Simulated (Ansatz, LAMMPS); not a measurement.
# Forces and charges in amorphous Ge (61 atoms), part 2 of 2

Aim: energy, forces, charges and density of states of amorphous Ge (61 atoms) at a fixed geometry.

Ansatz 0.2.0; Kohn-Sham DFT, PBEsol, PAW (set soft_2), plane waves.

The cell: 61 Ge. The quench rate of 5 K/ps is many orders above laboratory rates. The network of bonds at the start is that of the classical potential that made the cell. Only the Γ point is sampled, in a cell whose shortest periodic width is 11 Å.

So far. Step 3 (Plane-wave single point): Between -25 and -10 eV lie 650 more states.

### Step 3. Plane-wave single point (continued)

Electrostatic potential energy in the bc plane at fractional x = 0.062, with atoms of Ge within 0.2 Å of it. With pseudopotentials it is smooth inside the atoms' cores, unlike the true potential.

Ten even steps from '_' (-29 eV) to '@' (12 eV), each cell a mean:
```
@@@@@@@@@@@@@@@@@@@@@@##**++**%%@@@@@@@@@@@@%%++....::++%%@@@@
@@@@@@@@@@@@@@@@@@@@@@@@@@@@@@@@@@@@@@@@@@@@##::______--##@@@@
@@@@@@@@@@@@@@@@@@@@@@@@@@@@@@@@@@@@%%%%%%%%##==..__..++%%@@@@
@@@@%%%%@@@@@@@@@@@@@@@@@@@@@@@@@@%%++--::==####**++**%%@@@@@@
%%**++++##%%@@@@@@@@@@@@@@@@@@@@@@**::____..==%%@@@@@@@@@@@@@@
++::____--##%%%%##**##%%@@@@@@@@@@**::______==%%@@@@@@@@@@@@%%
==______..**%%++::..--**%%@@@@@@@@%%++--::==##@@@@@@@@@@@@@@%%
**::....==####==....::**%%@@@@@@@@@@%%%%##%%@@@@@@@@@@@@@@@@%%
%%##****%%@@%%##==--++##@@@@@@@@@@@@%%%%%%@@@@@@@@@@@@@@@@%%%%
==##%%@@@@@@@@@@%%%%%%@@@@@@@@@@@@%%**++**%%@@@@@@@@@@%%**==--
__==%%@@@@@@@@@@@@@@@@@@@@@@@@@@@@%%**++++##@@@@@@@@@@##--____
__--##%%%%%%@@@@%%%%%%@@@@@@@@%%%%%%######%%@@@@@@@@@@##--____
--**%%##++++**%%%%##%%%%@@@@%%**++**##%%@@@@@@@@@@@@@@%%**--::
%%%%##==....--##%%%%%%@@@@@@##++==++##%%@@@@@@@@@@@@@@@@%%%%##
@@@@##==....--##%%@@@@@@@@@@%%**++**%%@@@@@@@@@@@@@@@@@@@@@@@@
@@@@%%##++++##%%@@@@@@@@@@@@@@%%%%%%@@@@@@@@@@@@@@@@@@@@@@@@@@
@@@@%%%%%%%%@@@@@@@@@@@@@@@@@@@@@@@@@@@@@@@@@@@@@@@@@@@@@@@@@@
%%**====++%%@@@@@@@@@@@@@@@@@@@@%%##%%%%@@@@@@%%@@@@@@@@@@@@@@
##::____..++%%@@@@@@@@@@@@@@@@%%**==++##%%%%**====##%%@@@@@@@@
**::____..++%%@@@@@@@@@@@@@@@@%%**++**##%%++..____--##@@@@@@@@
%%++::::==##@@@@@@@@@@%%****##%%%%##%%%%%%==______..**@@@@@@@@
@@%%%%%%%%@@@@@@@@@@##--..__::**%%@@@@@@%%**--..::==%%@@@@@@@@
@@@@@@@@@@@@@@@@@@%%**..______==%%@@@@@@@@%%##**##%%%%@@@@@@@@
@@@@@@@@@@@@@@@@@@@@##--____..++%%@@@@@@@@@@@@%%##**##%%@@@@@@
```
Columns run along b (11.1 Å; values clipped at the 3rd and 97th percentile), rows up along c (11.1 Å). Atoms in or near the plane, at fractional coordinates: Ge at (0.76, 0.15), Ge at (0.42, 0.05), Ge at (0.81, 0.92), Ge at (0.08, 0.72), Ge at (0.97, 0.53), Ge at (0.64, 0.78).

Valence density in the bc plane at fractional x = 0.062, with atoms of Ge within 0.2 Å of it. It is the smooth field of the valence electrons, not physical close to the nuclei.

Ten steps, logarithmic in the rise over the least value, from '_' (0 e/Å³) to '@' (31 e/Å³), each cell a mean:
```
______________________....::....____________..::==**==::..____
____________________________________________..--##@@**--..____
____________________________________..........::++##==::..____
__......__________________________..::--==::::..::::....______
....::::..________________________..==%%@@++::....____________
::==****--..............__________..==%%@@**::..______________
::**@@%%==::..::--==--....________..::----::..______________..
::--++++::....::==++--::..__________........________________..
..::::..........::--::..____________........______________....
::....__________......____________..........____________..::--
**::..____________..______________....::....__________..--**%%
**--......____........__________..........____________..--##@@
::::....::::..........______....::::....______________....----
......::====--::....________..::::::....__________________....
____..::====--....__________....::....________________________
____....::::....________________....__________________________
____........____________________....__________________________
....::::::..____________________......________________________
..--####==..__________________....::........::::::....________
..==##%%++::..______________......::......::++####--..________
..::--==::....________....................::**@@%%==..________
____........______....::++**==::..________..--++==::..________
__________________....==%%@@**::..__________..........________
__________________....--**##==::..__________......::..________
```
Columns run along b (11.1 Å), rows up along c (11.1 Å). Atoms in or near the plane, at fractional coordinates: Ge at (0.76, 0.15), Ge at (0.42, 0.05), Ge at (0.81, 0.92), Ge at (0.08, 0.72), Ge at (0.97, 0.53), Ge at (0.64, 0.78).

Löwdin charges run from -0.06 to +0.10 e, about a mean that is the spilled charge alone. Within 0.4 eV of the Fermi level the largest share is Ge p (78 % of the projected weight).

### Step 4. Distances and neighbours

These statistics describe the geometry on which the runs were made.

Density 5.38 g/cm³, 22.41 Å³ an atom.

Pair distribution function in bins of 0.2 Å:

```
r (Å)  total
 2.30   0.72
 2.50   4.88
 2.70   0.37
 2.90   0.04
 3.10   0.09
 3.30   0.21
 3.50   0.50
 3.70   1.33
 3.90   2.03
 4.10   1.88
 4.30   1.50
 4.50   0.82
 4.70   0.83
 4.90   0.80
 5.10   0.69
 5.30   0.84
```

Bonds by pair of elements; cutoffs follow the first minimum of g(r), held within bounds set by covalent radii, and pairs that aren't listed don't count as bonded:

```
pair A-B  cutoff (Å)  bonds  mean length (Å)  spread (Å)  shortest (Å)  B about A  A about B
   Ge-Ge        2.93    126             2.48       0.079          2.35       4.13       4.13
```

How many atoms have how many bonded neighbours:

```
element  mean   4  5
     Ge  4.13  53  8
```

Bond angles, per cent of each kind in bins of 5°:

```
angle (°)  Ge-Ge-Ge
    55–60       0.3
    60–65       0.5
    65–70       0.0
    70–75       0.5
    75–80       1.3
    80–85       3.0
    85–90       2.5
    90–95       6.0
   95–100       9.0
  100–105      12.8
  105–110      18.8
  110–115      18.1
  115–120      12.1
  120–125       6.8
  125–130       2.8
  130–135       2.3
  135–140       0.5
  140–145       1.5
  145–150       0.3
  150–155       0.0
  155–160       0.0
  160–165       0.3
  165–170       0.5
  170–175       0.3
```

Bond angles (no mean is given where the spread exceeds 20°):

```
   angle  count  mean (°)  spread (°)
Ge-Ge-Ge    398       108        14.4
```

Bond length by coordination (bonds to H left out):

```
element  coordination  atoms  mean bond length (Å)
     Ge             4     53                  2.46
     Ge             5      8                  2.58
```

Rings of the network by King's shortest-path rule, up to 12 atoms, one path for each pair of neighbours; H, halogens, alkali and alkaline-earth atoms are left out, and the last column divides by all other atoms, bonded or not:

```
ring size (atoms)  rings  per network atom
                3      1             0.016
                4      5             0.082
                5     32             0.525
                6     56             0.918
                7     20             0.328
                8      1             0.016
```

The first peak of g(r) lies near 2.5 Å. By these cutoffs 87 % of Ge atoms have 4 bonded neighbours. The Ge-Ge-Ge angle averages 108° with a spread of 14°. Bonds at Ge atoms with 4 neighbours average 2.46 Å, against 2.58 Å at those with 5. Rings of 6 atoms are the most common (49 % of those counted); sizes run from 3 to 8.

Local excerpt of 10 atoms (numbers count through the whole input) about Ge6, which has 5 bonded neighbours where the commonest count for Ge is 4; x, y, z are measured from there.

```
atom      x      y      z  distance (Å)  bonds  Löwdin charge (e)     Fx     Fy  Fz (eV/Å)
 Ge6   0.00   0.00   0.00          0.00      5               0.04  -0.08  -0.26      -0.33
 Ge1   1.54  -1.74  -0.70          2.43      4               0.03   0.19   0.24      -0.11
Ge12  -0.14  -0.33   2.41          2.44      4               0.01   0.34  -0.45       0.01
Ge14  -2.26  -0.49  -1.05          2.54      4               0.08  -0.17   0.03      -0.18
Ge49  -0.31   1.84  -1.83          2.62      5               0.05  -0.23   0.57      -0.30
Ge32   1.88   1.99  -0.17          2.74      5              -0.01   0.34   0.18       0.07
Ge24   3.53  -1.15   0.67          3.77      4               0.01  -0.37   0.43       0.18
Ge25   1.82  -1.15  -3.16          3.83      4               0.03   0.12   0.19       0.02
Ge44   0.22   0.54  -3.83          3.88      4               0.00  -0.53  -0.50       0.00
Ge50  -2.96   1.85  -1.83          3.94      5               0.00  -0.13  -0.65      -0.05
```

The column of bonds counts only the pairs Ge-Ge within 2.93 Å; other neighbours, such as metal atoms beside each other in a compound, aren't counted, and periodic images can show an atom twice.

### Step 5. Results

| Item | Value |
| --- | --- |
| free energy per atom | -4253.2491 eV/atom |
| pressure | 2.428 GPa |
| r.m.s. force component | 0.2812 eV/Å |
| wall time of the 1 DFT run | 6.4 s |

Counting bands leaves a spacing of only 0.047 eV (at Γ alone), which the smearing bridges: 2 levels are partly filled by over 2 %, so a gap, if any, is small at this level. By these cutoffs 87 % of Ge atoms have 4 bonded neighbours.

What to keep in mind: The geometry was minimised with a classical potential after classical dynamics and isn't relaxed at this level: its force components are 0.28 eV/Å r.m.s. The stress is far from hydrostatic: its diagonal is 4.5, 2.4, 0.4 GPa, compression counted positive. The pressure of 2.4 GPa belongs to a cell and atoms that aren't relaxed at this level.

[Logs are printed without paths, hosts, clocks, repeated set-up lines and the standing remarks that a program may print on its own settings, such as how far it seeks lower states.]

[Hosts, paths, dates, database ids (printed as entryN), source tags and the programs' standing remarks are cut or masked in the printed files.]
